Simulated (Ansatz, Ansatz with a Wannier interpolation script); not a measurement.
An input for Ansatz 0.2.0 (PtS2 (1T monolayer)):

```yaml
crystal:
  lattice:
    - [3.5376757143, 0.0, 0.0]
    - [-1.7688378572, 3.063717039, 0.0]
    - [0.0, 0.0, 28.1]
  atoms:
    - { symbol: Pt, position: [0.0, 0.0, 0.5] }
    - { symbol: S, position: [0.3333333333, 0.6666666667, 0.5432417435] }
    - { symbol: S, position: [0.6666666667, 0.3333333333, 0.4567582565] }
  periodic: [true, true, false]
kpoints:
  mp_grid: { grid: [12, 12, 1] }
hamiltonian:
  xc: pbesol
scf:
  occupations: { method: fixed }
  n_extra_bands: 149
output:
  wannier:
    kmesh: [24, 24, 1]
    projections: [{ species: Pt, l: d, shell: 5 }, { species: S, l: p, shell: 3 }]
    minimise: true
    write_hr: true
    seedname: w
    conv_tol: 1.0e-07
    max_iter: 4000
    disentanglement:
      window: [-13.1, -1.07]
      frozen_window: [-13.1, -4.07]
      conv_tol: 1.0e-08
```

```sh
ansatz run input.yaml --threads 12 --pin off --max-ram 27648MiB --backend cpu --events-out ev --progress --plain --runs-dir out
```

Q: How long will it take on 12 threads of Intel Xeon 6975P-C (Granite Rapids), shared host, and how much memory?

It took 46 s; on shared hardware allow 23 s to 93 s. Peak host memory was 10 GiB.

[Paths, hosts, dates, memory and timing lines, banners, echoed tables and standing remarks are left out of the program output.]

[Logs are printed without paths, hosts, clocks, repeated set-up lines and the standing remarks that a program may print on its own settings, such as how far it seeks lower states.]

[Runs of the session that timed out or met a known fault of the program may be left out.]

[Hosts, paths, dates, database ids (printed as entryN), source tags and the programs' standing remarks are cut or masked in the printed files.]
